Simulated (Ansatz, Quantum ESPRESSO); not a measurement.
# VRu (Pm-3m): electron–phonon coupling with Quantum ESPRESSO, part 3 of 5

Each step names its level of theory.

So far, highest frequency, solved or plainly interpolated (cm⁻¹): step 4 (phonons and couplings with ph.x: Gaussian smearing of 0.2 eV) 271. The relaxed cell has a = 2.971 Å (conventional setting).

## 5. Resistivity: Gaussian smearing of 0.2 eV

The cheapest meshes give a first estimate and the cost of a run.

This step: DFT PBEsol, scalar-relativistic, plane waves, PAW (Ansatz 0.2.0).

The input, input.yaml:

```yaml
crystal:
  lattice:
    - [2.9705032253, 0.0, 0.0]
    - [0.0, 2.9705032253, 0.0]
    - [0.0, 0.0, 2.9705032253]
  atoms:
    - { symbol: V, position: [0.5, 0.5, 0.5] }
    - { symbol: Ru, position: [0.0, 0.0, 0.0] }
kpoints:
  mp_grid: { grid: [6, 6, 6] }
hamiltonian:
  xc: pbesol
scf:
  occupations: { method: gaussian, width: 0.2 }
output:
  eigenvalues: true
phonons:
  method: dfpt
  qmesh: [2, 2, 2]
  temperatures: { t_max: 1000, t_step: 50 }
  qpath:
    path:
      - [[0.0, 0.0, 0.0], [0.0, 0.5, 0.0], [0.5, 0.5, 0.0], [0.0, 0.0, 0.0], [0.5, 0.5, 0.5], [0.0, 0.5, 0.0]]
      - [[0.5, 0.5, 0.5], [0.5, 0.5, 0.0]]
    npoints: 10
  electrical_resistivity:
    mesh: [8, 8, 8]
    temperatures: [20.0, 50.0, 77.0, 100.0, 150.0, 200.0, 300.0, 400.0, 600.0, 800.0]
  electron_occupations: "off"
```

Launch:

```console
ansatz run input.yaml --threads 4 --pin off --max-ram 8192MiB --backend cpu --events-out ev --progress --plain --runs-dir out
```

Numbers of over 12 decimals in the logs are rounded to 6 here.

What it wrote:

```text
[...]
Crystal: 2 atoms, lattice volume = 26.211 Å³
Basis set: ecut = 420 eV, 485 PW (Γ), exchange–correlation on 40×40×40 points (8 copies of the dense FFT grid, shifted against one another)
Bands: 19, of which v1, the nominal top of the filled ones, is band 15 counted from 1 (14 counted from 0)
Symmetry: 48 space group operations
k-points: 20 of 216
[...]
SCF iter   1: F=—  HF=-8702.269779 eV  |F-HF|=—  |Δ(HF+E_count)|=         —  Δρ=1.37e-2  dr2=4.08e-2  ethr=1.77e-3  ⟨swp⟩=5.0  Hψ=1499  notcnv=0
[...]
SCF iter   8: F=-8702.261190 eV  HF=-8702.261190 eV  |F-HF|=3.64e-12  |Δ(HF+E_count)|=    0.00e0  Δρ=6.99e-8  dr2=1.22e-12  ethr=1.00e-12  ⟨swp⟩=4.9  Hψ=1522  notcnv=0
SCF 1 converged in 8 iterations: F = -8702.261190 eV  dr2 = 1.22e-12
[...]
phonons: the bands overlap, so this run is a metal and interpolates without the dipole-dipole term. If the crystal is really an insulator or semiconductor, its LO-TO splitting is missing
NSCF: frozen V_eff on 20 k-points
[...]
DFPT response loops at q = (0, 0, 0) (fractional): preconditioner auto → Kerker (q_TF=auto, 2.775 Å⁻¹) (partly filled bands, converged f_vac=0.000); β = 1.00, the filter's whole step (`scf.mixing.beta` (0.50) is not read by the response loops under this deck's `scf.mixing.preconditioner`; to damp them name `kerker` or `kerker_dos`, under which they read `scf.mixing.beta`, and type it under 1.00, their step now; both keys bind the ground state too); Broyden in place of MSR1
[...]
SCF iter   1: F=—  HF=-8702.269779 eV  |F-HF|=—  |Δ(HF+E_count)|=         —  Δρ=1.37e-2  dr2=4.08e-2  ethr=1.77e-3  ⟨swp⟩=5.0  Hψ=1499  notcnv=0
[...]
SCF iter   8: F=-8702.261190 eV  HF=-8702.261190 eV  |F-HF|=3.64e-12  |Δ(HF+E_count)|=    0.00e0  Δρ=7.15e-8  dr2=1.26e-12  ethr=1.00e-12  ⟨swp⟩=2.8  Hψ=777  notcnv=0
SCF 2 converged in 8 iterations: F = -8702.261190 eV  dr2 = 1.26e-12
[...]
SCF converged after 8 iterations
Free energy (F): -8702.261190 eV
[...]
Internal energy: -8702.205487 eV  (E = F + TS)
E sigma→0 (E₀):  -8702.233338 eV
Entropy (-TS):   -0.055704 eV (-27.852 meV/atom)
Fermi energy:    21.357955 eV
[...]
--- Band table (eV; the first three rows and the last of 20) ---
  k-point 0: bands = [... 11 lower, 19.1791, 19.1791, 19.1791, 22.0329, 22.0329, 23.7075, 23.7075, 23.7075]
  k-point 1: bands = [... 11 lower, 19.1063, 19.1063, 19.3951, 21.5155, 22.2215, 22.8454, 22.8454, 23.3906]
  k-point 2: bands = [... 11 lower, 19.0121, 19.0121, 19.9641, 20.2968, 21.5429, 21.5429, 22.6239, 22.6640]
  k-point 19: bands = [... 11 lower, 19.1317, 19.1317, 19.1317, 21.6452, 21.6452, 23.0441, 23.0441, 31.0580]
--- Phonons (Γ-DFPT): 2 representative perturbations + reference (Σ response iterations 9) ---
  ASR residual: 1.861e-5 → 0.000e0 eV/Å²; symmetrization residual: 2.473e-7 eV/Å²
  ASR residual per site (eV/Å²): 1.86e-5 1.50e-5
  Γ frequencies (cm⁻¹): 0.00 0.00 0.00 169.93 169.93 169.93
--- Phonons (arbitrary-q DFPT): 4 irreducible q on the 2×2×2 mesh ---
  q = [0.0000, 0.0000, 0.0000] (star 1, of the zone-centre solve; hermiticity 1.38e-7, symmetrization 3.28e-12): -0.00 -0.00 0.00 169.93 169.93 169.93
  q = [0.0000, 0.0000, -0.5000] (star 3, 4 solved perturbations in 208 linear systems a pass and spin channel, the states on 64 of 216 k-point pairs; hermiticity 1.16e-7, symmetrization 5.82e-8): 99.94 99.94 176.26 201.82 201.82 257.20
[...]
q = [-0.5000, -0.5000, -0.5000] (star 1, 2 solved perturbations on 40 of 216 k-point pairs; hermiticity 1.12e-10, symmetrization 5.59e-11): 176.03 176.03 176.03 222.00 222.00 222.00
  sum rule: each row above includes the acoustic sum rule's correction from the zone centre's row sums; it moved no ω² by more than (0.32 cm⁻¹)²
  mesh force constants: q→R imaginary residual 3.29e-17; ASR residual 1.861e-5 → 0.000e0 eV/Å²; symmetrization residual 8.882e-15 eV/Å²
  interpolated dispersion: 62 rows × 6 modes
  density of states and harmonic sums: on the 22×22×22 q-mesh, interpolated from the force constants of a 2×2×2 supercell (no non-analytic term)
  largest difference from the sums on the solved wave vectors: F 5.50e-2 eV, S 8.73e-5 and C_V 3.23e-5 eV/K
  zero-point energy: 0.060481 eV/cell   skipped modes (ω ≤ 0): 3   left out of the sums: 4.70e-5 of the cell's modes: C_V's classical limit lies that fraction below 3 k_B per atom; for a crystal, a wire or a layer, F and S can be off by more, and a phonons.interpolated_qmesh denser along its periods is the remedy for the sampling
--- Electrical resistivity: potentials and phonons of a 2×2×2 supercell ---
  scattering by harmonic phonons alone, with no dipole-dipole term; scattering by other electrons, impurities, surfaces and spin disorder is left out, and so is spin–orbit coupling
  the resistivity is that of a variational response, whose dependence on the energy is improved iteratively
  at the Fermi level of each mesh (of a tensor a third of its trace):
           mesh   spin    states/(eV spin)  plasma energy (eV)         λ      λ_tr    ħω_log (meV)
          8×8×8                     1.4938              6.3493    1.9087    1.8076          14.098
          4×4×4                     1.3727              5.5394    2.1258    1.7543          13.344
  resistivity on the deck's mesh, µΩ·cm:
     T (K)       trace/3  mesh converged            xx            yy            zz    lowest order   relaxation time
     20.00     8.3120e-2              no     8.3120e-2     8.3120e-2     8.3120e-2       1.8051e-1         8.7543e-2
     50.00      3.0125e0              no      3.0125e0      3.0125e0      3.0125e0        3.8820e0          3.0476e0
     77.00      7.7771e0              no      7.7771e0      7.7771e0      7.7771e0        8.9529e0          7.8573e0
    100.00      1.2233e1              no      1.2233e1      1.2233e1      1.2233e1        1.3543e1          1.2385e1
    150.00      2.1898e1              no      2.1898e1      2.1898e1      2.1898e1        2.3468e1          2.2220e1
    200.00      3.1189e1              no      3.1189e1      3.1189e1      3.1189e1        3.3119e1          3.1669e1
    300.00      4.9087e1              no      4.9087e1      4.9087e1      4.9087e1        5.2063e1          4.9854e1
    400.00      6.6734e1              no      6.6734e1      6.6734e1      6.6734e1        7.1302e1          6.7767e1
    600.00      1.0219e2              no      1.0219e2      1.0219e2      1.0219e2        1.1266e2          1.0371e2
    800.00      1.3691e2              no      1.3691e2      1.3691e2      1.3691e2        1.5805e2          1.3874e2
  mean free path at 20 K (of a tensor a third of its trace): 971 nm by what each carries, 585 by the Fermi surface alone
[...]
Hall coefficient in a weak field at 800 K (a third of the trace): 2.222e-10 m³/C (how far it moves between the two finest meshes is not known); by each state's relaxation time: 1.927e-10 m³/C; by a constant relaxation time: 7.734e-11 m³/C
  the resistivity times a path that all electrons share, by the Fermi surface of the deck's mesh alone (a third of the trace): 4.860e-16 Ω·m²
  not converged in the mesh (λ; λ_tr; the resistivity at 20 K by 29.20 %; the resistivity at 50 K by 22.62 %; the resistivity at 77 K by 22.54 %; the resistivity at 100 K by 23.12 %; the resistivity at 150 K by 24.00 %; the resistivity at 200 K by 24.35 %; the resistivity at 300 K by 24.38 %; the resistivity at 400 K by 24.11 %; the resistivity at 600 K by 23.32 %; the resistivity at 800 K by 22.74 %): between neighb [...]
  vibrations of 8 cells: unjudged by the run; compare a larger repeat
  the changes of the potential over all sites missed a rigid shift's by 0.00 % (the site terms' by 0.01 %)
  between the force constants' wavevectors the phonons are obtained by Fourier interpolation alone: phonons.electron_occupations is off
```

Elapsed: 19 s, on 4 threads of Intel Xeon Platinum 8488C (Sapphire Rapids), shared host; peak memory 0.61 GiB; 65 s of CPU time.

The column dr2 measures how far the density is from self-consistency, as an energy; F and HF (Harris–Foulkes) agree once it is small.

Numbers from this step:

* zero point energy: 0.06048 eV/cell
* share of imaginary modes in the plain interpolation between solved wavevectors: 0
* highest frequency, solved or plainly interpolated: 274.8 cm⁻¹
* Debye temperature (second moment): 327 K
* resistivity at 300 K: 49.09 μΩ cm
* coupling constant λ: 1.909
* density of states at the Fermi level: 1.494 states/eV a spin and cell
* log mean phonon energy ħω_log: 14.1 meV
* transport coupling constant λ_tr: 1.808, 1.808, 1.808 (xx, yy, zz)
* Drude plasma energy: 6.349, 6.349, 6.349 eV (xx, yy, zz)
* resistivity times mean free path: 4.86, 4.86, 4.86 × 10⁻¹⁶ Ω m² (xx, yy, zz)
* second-moment phonon energy ħω₂: 16.9 meV, from the broadened α²F curve
* coupling λ by branch: 0.607, 0.437, 0.407, 0.185, 0.125, 0.148 (branches by rank of frequency)

Solved on the 2×2×2 mesh alone; all other wavevectors are interpolated. Phonon branches along the path, in cm⁻¹:

```csv
point,branch 1,branch 2,branch 3,branch 4,branch 5,branch 6
Γ,0,0,0,170,170,170
halfway,77,77,130,184,184,215
X,100,100,176,202,202,257
halfway,84,94,110,181,251,265
M,55,55,88,157,275,275
halfway,72,86,125,182,220,242
Γ,0,0,0,170,170,170
halfway,93,102,102,228,228,231
R,176,176,176,222,222,222
halfway,84,102,136,205,244,259
X,100,100,176,202,202,257
jump to R,176,176,176,222,222,222
halfway,116,116,139,192,257,257
M,55,55,88,157,275,275
```

The phonon branches as a text plot (rows in cm⁻¹):

```
    269 |           *******                                   ***
    258 |      ******     ***                      *******   *
    246 |          *         *           ****     ****     **
    235 |     *   *        **           **** *   *    *
    223 |    *               **        **   ******     *  *
    212 |   *    *             *       *          **    *  *
    200 |      ***            *      **             ******  *
    189 |  ****   **            *   ***                      *
    177 |***   **   *     ******** *          ***        **   *
    166 |*       *   **  *       ****        *  **      * **   *
    155 |     *        **                   *    **         *   *
    143 |    *    *                              * *   *   * *
    132 |   *      *          *            **     * *       *
    120 |                    *       **  **       *  **      *
    109 |                  **  *       *           * ***      *
     97 |     *******     *         *   *  *       **   **     *
     86 |  * *     * *********  *      * **         *  *      * *
     74 |   *       **   ******      **              **        *
     63 | *           * **    **                                *
     52 |  *           *       **  **
     40 | *                     **
     29 |*                       * *
     17 |*                       *
      6 |                         *
         Γ      X      M          Γ            R        X|R     M
```

Table of Eliashberg function α²F by phonon energy; read off at these points:

```csv
phonon energy (meV),α²F,α²F tr
2.0,1.0e-4,0
3.0,3.8e-4,1.8e-4
4.0,0.00106,5.5e-4
5.0,0.00257,0.00139
6.0,0.0158,0.00819
7.0,0.0349,0.0225
8.0,0.135,0.0885
9.0,0.539,0.436
10.0,1.71,1.67
11.0,1.31,1.27
12.0,1.19,1.14
13.0,0.881,0.826
14.0,1.08,0.980
15.0,0.905,0.810
16.0,0.533,0.480
17.0,0.292,0.265
18.0,0.169,0.156
19.0,0.0862,0.0781
20.0,0.0567,0.0454
21.0,0.126,0.0964
22.0,0.485,0.369
23.0,0.642,0.602
24.0,0.743,0.789
24.4,0.769,0.845
25.0,0.474,0.493
26.0,0.413,0.426
27.0,0.333,0.356
28.0,0.285,0.316
29.0,0.386,0.437
30.0,0.545,0.628
31.0,0.675,0.761
31.8,0.750,0.875
32.0,0.696,0.817
33.0,0.198,0.188
```

Resistivity, by row:

```csv
T (K),ρ_xx (μΩ cm),ρ_yy,ρ_zz,"ρ by Ziman's lowest order, mean","ρ by relaxation times, mean",within 2 % of the coarser mesh
20,0.08312,0.08312,0.08312,0.1805,0.08754,no
50,3.013,3.013,3.013,3.882,3.048,no
77,7.777,7.777,7.777,8.953,7.857,no
100,12.23,12.23,12.23,13.54,12.39,no
150,21.9,21.9,21.9,23.47,22.22,no
200,31.19,31.19,31.19,33.12,31.67,no
300,49.09,49.09,49.09,52.06,49.85,no
400,66.73,66.73,66.73,71.3,67.77,no
600,102.2,102.2,102.2,112.7,103.7,no
800,136.9,136.9,136.9,158.1,138.7,no
```

Some points of the scattering mesh along the symmetry lines, up to three branches each (those of largest λ), at most 39 rows; the frequencies are those of the scattering step, which can differ from the solved and plainly interpolated ones; single rows converge slowly. Mode couplings:

```csv
q1,q2,q3,branch,ħω (meV),λ_q,half width (meV)
0,0.375,0,1,11.76,0.388,0.252
0,0.375,0,2,11.76,0.388,0.252
0,0.375,0,6,30.4,0.27,1.17
0.25,0.5,0,1,10.35,0.871,0.438
0.25,0.5,0,2,11.64,0.345,0.22
0.25,0.5,0,3,13.68,0.471,0.414
0.5,0.5,0,1,6.81,1.04,0.226
0.5,0.5,0,2,6.81,1.04,0.226
0.5,0.5,0,3,10.85,0.519,0.286
0.125,0.125,0,4,21.83,0.599,1.34
0.125,0.125,0,5,21.85,0.499,1.12
0.125,0.125,0,6,24.45,0.396,1.11
0.25,0.25,0.25,1,11.52,1.51,0.937
0.25,0.25,0.25,2,12.61,0.355,0.265
0.25,0.25,0.25,3,12.61,0.355,0.265
0.375,0.5,0.375,1,16.79,0.274,0.363
0.375,0.5,0.375,2,17.23,0.213,0.297
0.375,0.5,0.375,5,29.52,0.184,0.752
0.125,0.5,0.125,1,10.4,0.748,0.38
0.125,0.5,0.125,2,13.58,0.378,0.327
0.125,0.5,0.125,3,16.41,0.31,0.391
0.5,0.5,0.375,1,19.16,0.174,0.3
0.5,0.5,0.375,3,20.59,0.179,0.355
0.5,0.5,0.375,4,26.5,0.246,0.81
0.5,0.5,0,1,6.81,1.04,0.226
0.5,0.5,0,2,6.81,1.04,0.226
0.5,0.5,0,3,10.85,0.519,0.286
```

Largest shares of lambda; single rows converge slowly. Strongest modes:

```csv
q1,q2,q3,star,branch,ħω (meV),λ_q,half width (meV)
0.125,0.25,0.375,48,1,9.734,0.7808,0.3472
0.125,0.25,0.375,48,2,12.42,0.5368,0.3889
0.25,0.25,0.375,24,1,10.58,1.043,0.5479
0.125,0.375,0.375,24,2,10.19,0.983,0.4789
0.25,0.375,0.375,24,1,11.59,0.945,0.596
0.125,0.25,0.375,48,3,13.94,0.4643,0.4235
0.125,0.25,-0.5,24,1,9.359,0.8836,0.3632
0.125,0.25,0.25,24,3,13.93,0.8663,0.7883
```

300 K. Cumulative share of the conductivity, along x against mean free path:

```csv
mean free path (nm),"cumulative share of the conductivity, along x"
0.282,0.00353
0.316,0.00551
0.355,0.0208
0.398,0.0316
0.447,0.0339
0.501,0.0561
0.562,0.0726
0.631,0.0807
0.708,0.111
0.794,0.231
0.891,0.330
1,0.408
1.12,0.512
1.26,0.641
1.41,0.745
1.58,0.816
1.78,0.837
2.00,0.844
2.24,0.848
2.51,0.863
2.82,0.938
3.16,0.988
```

Resistivity by mesh:

```csv
mesh,T (K),mean rho (μΩ cm)
8x8x8,20,0.08312
8x8x8,300,49.09
8x8x8,800,136.9
4x4x4,20,0.1074
4x4x4,300,61.06
4x4x4,800,168
```

No LO-TO term; unit eigenvectors of the mass-weighted matrix. The modes at Γ (shares of kinetic energy by element, %):

```csv
mode,frequency (cm⁻¹),symmetry,V %,Ru %
1,0.0,T1u,34,66
2,0.0,T1u,34,66
3,0.0,T1u,34,66
4,169.9,T1u,66,34
5,169.9,T1u,66,34
6,169.9,T1u,66,34
```

Displacements in mode 4 (169.9 cm⁻¹), the largest set to 1:
```
V1   0.00 -0.53  1.00
Ru2  0.00  0.27 -0.50
```

Harmonic mean-square displacement, third of the trace. U eq, by row:

```csv
T (K),V1 U_eq (Å²),Ru2 U_eq (Å²)
0,0.00189,0.00158
100,0.0026,0.00277
300,0.00597,0.00729
600,0.01154,0.01439
```

By its own test the run is not converged in the mesh. λ = 1.91 and 49.1 μΩ cm at 300 K. The run's own test puts 24 % between its two finest meshes on the component of the resistivity at 300 K that moves most, so it is not converged. By the run's own test λ moves by 11 % between its two finest scattering meshes.

(Part 3 of 5 ends here.)

[Logs are printed without paths, hosts, clocks, repeated set-up lines and the standing remarks that a program may print on its own settings, such as how far it seeks lower states.]

[Hosts, paths, dates, database ids (printed as entryN), source tags and the programs' standing remarks are cut or masked in the printed files.]
